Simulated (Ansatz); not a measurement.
# How many bands does the GW gap of SiO2 (P4_32_12) need?, part 2 of 2

Aim: see how the G0W0 gap of SiO2 (P4_32_12) on LDA moves with empty bands and screening cutoff, and what each rung costs.

Ansatz 0.2.0; G0W0 on LDA, plane waves, PAW; PAW set soft_1. Known limits of the many-body steps: not at the basis limit; coarse k mesh.

So far. Step 4 (862 empty bands, screening to 180 eV): Against the run with 4×4×2 mesh, 400 empty bands, screening to 108 eV, PAW set soft_1 files, the gap moves by +0.19 eV.

### Step 5. Changing the k mesh: 2×2×2 mesh, 400 empty bands, screening to 108 eV, PAW set soft_1 files

Only the mesh changes. It samples the long-range screening, which converges on its own terms. Bands and cutoff differ from the step before, so it is read against an earlier run that matches them.

Input file input.yaml:

```yaml
crystal:
  lattice:
    - [4.9329, 0.0, 0.0]
    - [0.0, 4.9329, 0.0]
    - [0.0, 0.0, 6.4645]
  atoms:
    - { symbol: Si, position: [0.817705, 0.817705, 0.5] }
    - { symbol: Si, position: [0.682295, 0.317705, 0.25] }
    - { symbol: Si, position: [0.182295, 0.182295, 0.0] }
    - { symbol: Si, position: [0.317705, 0.682295, 0.75] }
    - { symbol: O, position: [0.26834, 0.36457, 0.80193] }
    - { symbol: O, position: [0.13543, 0.76834, 0.55193] }
    - { symbol: O, position: [0.73166, 0.63543, 0.30193] }
    - { symbol: O, position: [0.86457, 0.23166, 0.05193] }
    - { symbol: O, position: [0.76834, 0.13543, 0.44807] }
    - { symbol: O, position: [0.63543, 0.73166, 0.69807] }
    - { symbol: O, position: [0.23166, 0.86457, 0.94807] }
    - { symbol: O, position: [0.36457, 0.26834, 0.19807] }
kpoints:
  mp_grid: { grid: [2, 2, 2] }
hamiltonian:
  xc: lda
  pseudopotentials: { kind: paw, azcp: { folder: soft_1 }, xc_functional: pbe }
scf:
  occupations: { method: fixed }
gw:
  n_empty_bands: 400
  ecut_chi: 108
  qp_bands: [v4, c4]
  qp_kpoints: band_edges
  screening: { model: contour_deformation }
```

Command:

```sh
> ansatz run input.yaml --threads 3 --pin off --max-ram 92160MiB --backend cuda --events-out ev --progress --plain --runs-dir out --devices 1 --max-vram 13GiB
```

Numbers of over 12 decimals in the logs are rounded to 6 here.

What it wrote:

```text
GPUs: using 1 of 1 available (devices: 1).
[...]
GPU FFT provider: cuFFT
GPU libraries: cuBLAS 13.8.2, cuFFT 12.4.0, cuSOLVER 12.3.4
Crystal: 12 atoms, lattice volume = 157.304 Å³
Basis set: ecut = 420 eV, 3097 PW (Γ)
Bands: 44, of which v1, the nominal top of the filled ones, is band 32 counted from 1 (31 counted from 0)
Symmetry: 8 space group operations
[...]
k-points: 6 of 8
[...]
0    36     11.0020    -5.9853    -4.0896   -12.0062  0.8562    12.9592    12.9332  root
[...]
5    33     10.6768    -8.2838    -3.9612   -14.2331  0.8464    12.6936    12.6650  root
     5    34     10.6768    -8.2838    -3.9612   -14.2331  0.8464    12.6936    12.6650  root
     5    35     10.6768    -8.2838    -3.9612   -14.2331  0.8464    12.6936    12.6650  root
     5    36     10.6768    -8.2838    -3.9612   -14.2331  0.8464    12.6936    12.6650  root
[key lines of the parts left out:]
SCF converged after 7 iterations
Free energy (F): -6890.668753 eV
Fermi energy:    1.866569 eV
```

Run time: 13 s. Hardware: 1 × NVIDIA H100 80GB HBM3 (shared by 6 runs) with 3 threads of AMD EPYC 7R13 (Zen 3), shared host; peak memory 1.3 GiB.

This step gave:

```
bands summed                                 : 432
RPA ε∞ on this mesh (eigenvalues)            : 2.337, 2.422, 2.422
plane waves in the screening matrix          : 387
G0W0 gap on the mesh                         : 8.516 eV
k of the valence top                         : 0, 0, 0
k of the conduction bottom                   : 0, 0, 0
starting gap on the mesh                     : 5.479 eV
least direct G0W0 gap on the computed points : 8.516 eV
```

Against the run with 4×4×2 mesh, 400 empty bands, screening to 108 eV, PAW set soft_1 files, the gap moves by +0.02 eV.

### Step 6. Changing the frequency model: 4×4×2 mesh, 400 empty bands, screening to 108 eV, plasmon pole, PAW set soft_1 files

A plasmon pole stands in for the full frequency dependence of the screening; this run shows what that costs in accuracy.

input.yaml, as its differences from that of step 5:

```diff
@@ -19,3 +19,3 @@
 kpoints:
-  mp_grid: { grid: [2, 2, 2] }
+  mp_grid: { grid: [4, 4, 2] }
 hamiltonian:
@@ -30,2 +30,2 @@
   qp_kpoints: band_edges
-  screening: { model: contour_deformation }
+  screening: { model: godby_needs }
```

What it wrote:

```text
GPUs: using 1 of 1 available (devices: 1).
[...]
GPU FFT provider: cuFFT
GPU libraries: cuBLAS 13.8.2, cuFFT 12.4.0, cuSOLVER 12.3.4
Crystal: 12 atoms, lattice volume = 157.304 Å³
Basis set: ecut = 420 eV, 3097 PW (Γ)
Bands: 44, of which v1, the nominal top of the filled ones, is band 32 counted from 1 (31 counted from 0)
Symmetry: 8 space group operations
[...]
k-points: 12 of 32
[...]
0    36     11.0016    -6.0269    -4.0036   -12.0065  0.8637    12.9955    12.9775  root
[...]
11    33     10.6760    -8.3046    -3.8931   -14.2336  0.8541    12.7322    12.7119  root
    11    34     10.6760    -8.3046    -3.8931   -14.2336  0.8541    12.7322    12.7119  root
    11    35     10.6760    -8.3046    -3.8931   -14.2336  0.8541    12.7322    12.7119  root
    11    36     10.6760    -8.3046    -3.8931   -14.2336  0.8541    12.7322    12.7119  root
[key lines of the parts left out:]
SCF converged after 8 iterations
Free energy (F): -6890.679919 eV
Fermi energy:    1.864915 eV
```

It took 32 s on 1 × NVIDIA H100 80GB HBM3 (shared by 6 runs) with 3 threads; peak memory 2 GiB; 44 s of CPU time.

Numbers from this step:

```yaml
bands_summed: 432
plasmon_pole_fit_frequency: 23.69 eV
rpa_eps_infinity_on_this_mesh_eigenvalues: 2.335, 2.402, 2.402
plane_waves_in_the_screening_matrix: 387
g0w0_gap_on_the_mesh: 8.473 eV
k_of_the_valence_top: 0, 0, 0
k_of_the_conduction_bottom: 0, 0, 0
starting_gap_on_the_mesh: 5.480 eV
least_direct_g0w0_gap_on_the_computed_points: 8.473 eV
```

Against the run with 4×4×2 mesh, 400 empty bands, screening to 108 eV, PAW set soft_1 files, the gap moves by −0.02 eV.

### Step 7. Changing the files: 4×4×2 mesh, 400 empty bands, screening to 108 eV, hard PAW files

Other atomic data (hard PAW) test the pseudisation: the cutoff goes from 420 to 930 eV, with the same valence electrons.

This step: G0W0 on LDA, plane waves, PAW.

input.yaml, as its differences from that of step 6:

```diff
@@ -22,3 +22,3 @@
   xc: lda
-  pseudopotentials: { kind: paw, azcp: { folder: soft_1 }, xc_functional: pbe }
+  pseudopotentials: { kind: paw, source: ansatz }
 scf:
@@ -30,2 +30,2 @@
   qp_kpoints: band_edges
-  screening: { model: godby_needs }
+  screening: { model: contour_deformation }
```

What it wrote:

```text
GPUs: using 1 of 1 available (devices: 1).
[...]
GPU FFT provider: cuFFT
GPU libraries: cuBLAS 13.8.2, cuFFT 12.4.0, cuSOLVER 12.3.4
Crystal: 12 atoms, lattice volume = 157.304 Å³
Basis set: ecut = 930 eV, 10137 PW (Γ)
Bands: 44, of which v1, the nominal top of the filled ones, is band 32 counted from 1 (31 counted from 0)
Symmetry: 8 space group operations
[...]
k-points: 12 of 32
[...]
0    36     11.0096    -5.8841    -4.0665   -11.9095  0.8577    12.9942    12.9684  root
[...]
11    33     10.6933    -8.2489    -3.9493   -14.1931  0.8473    12.7162    12.6881  root
    11    34     10.6933    -8.2489    -3.9493   -14.1931  0.8473    12.7162    12.6881  root
    11    35     10.6933    -8.2489    -3.9493   -14.1931  0.8473    12.7162    12.6881  root
    11    36     10.6933    -8.2489    -3.9493   -14.1931  0.8473    12.7162    12.6881  root
[key lines of the parts left out:]
SCF converged after 8 iterations
Free energy (F): -6890.435604 eV
Fermi energy:    1.884971 eV
```

It took 30 s on 1 × NVIDIA H100 80GB HBM3 (shared by 6 runs) with 3 threads; peak memory 2.4 GiB.

This step gave:

```
bands summed                                 : 432
RPA ε∞ on this mesh (eigenvalues)            : 2.332, 2.399, 2.399
plane waves in the screening matrix          : 387
G0W0 gap on the mesh                         : 8.517 eV
k of the valence top                         : 0, 0, 0
k of the conduction bottom                   : 0, 0, 0
starting gap on the mesh                     : 5.483 eV
least direct G0W0 gap on the computed points : 8.517 eV
```

Against the run with 4×4×2 mesh, 400 empty bands, screening to 108 eV, PAW set soft_1 files, the gap moves by +0.02 eV.

### Step 8. Convergence and cost

Times are wall times on 1 × NVIDIA H100 80GB HBM3 (shared by 6 runs) with 3 threads of AMD EPYC 7R13 (Zen 3), shared host, good to a factor of about two.

```
 mesh           files            frequency  bands summed  cutoff (eV)  start (eV)  G0W0 (eV)  time  host memory (GiB)
4×4×2  PAW set soft_1  contour deformation           173           54       5.480      8.355  11 s                1.2
4×4×2  PAW set soft_1  contour deformation           432          108       5.480      8.496  24 s                1.7
4×4×2  PAW set soft_1  contour deformation           894          180       5.480      8.687  75 s                3.2
2×2×2  PAW set soft_1  contour deformation           432          108       5.479      8.516  13 s                1.3
4×4×2  PAW set soft_1         plasmon pole           432          108       5.480      8.473  32 s                2.0
4×4×2        hard PAW  contour deformation           432          108       5.483      8.517  30 s                2.4
```

How the two edges are built up, in eV (the quasiparticle level is the starting level plus Σx plus Σc less Vxc):

```
      run               edge  start      Σx     Σc     Vxc     Z    QP
173 bands        valence top   1.86  -26.72   4.48  -20.98  0.81  0.61
173 bands  conduction bottom   7.34   -7.89  -3.38  -12.90  0.87  8.97
432 bands        valence top   1.86  -26.72   4.27  -20.98  0.80  0.40
432 bands  conduction bottom   7.34   -7.89  -3.46  -12.90  0.86  8.89
894 bands        valence top   1.86  -26.72   4.01  -20.98  0.80  0.14
894 bands  conduction bottom   7.34   -7.89  -3.52  -12.90  0.86  8.83
```

### Step 9. What came out

* 173 bands, 54 eV: 8.355 eV
* 432 bands, 108 eV: 8.496 eV
* 894 bands, 180 eV: 8.687 eV
* estimated limit in bands and cutoff: 8.87 eV
* mesh and start: 4×4×2, LDA

**Reading.** A line in one over the bands through the two highest rungs gives 8.87 eV, +0.18 eV from the top rung; the pair below gives 8.59 eV, so the estimate is still climbing. The rungs stand 0.51 eV (173 bands), 0.37 eV (432 bands) and 0.18 eV (894 bands) from it. From 173 to 894 bands the gap moves by +0.33 eV while the time grows 6.6-fold. Σc changes by −0.47 eV at the valence top and −0.14 eV at the conduction bottom, so the valence edge carries most of the change. On the 2×2×2 mesh in place of 4×4×2 the gap differs by +0.02 eV, of which −0.001 eV is already in the start. The plasmon-pole model gives −0.02 eV against contour deformation, 1 % of the correction, and saved no time in this program. Hard PAW files move the gap by +0.02 eV at equal bands and cutoff, +0.003 eV of it in the start. The 4×4×2 mesh is coarse for this cell (its supercell is 13 Å along the shortest edge). The RPA ε∞ on it, from the LDA start, is 2.32 and 2.38; such meshes misread the long-range screening, most where the gap is narrow.

[Paths, hosts, dates, memory and timing lines, banners, echoed tables and standing remarks are left out of the program output.]

[Logs are printed without paths, hosts, clocks, repeated set-up lines and the standing remarks that a program may print on its own settings, such as how far it seeks lower states.]

[Runs of the session that timed out or met a known fault of the program may be left out.]

[Cells called generated may have been cut or substituted from an entry of the Crystallography Open Database or the Materials Project.]

[Hosts, paths, dates, database ids (printed as entryN), source tags and the programs' standing remarks are cut or masked in the printed files.]
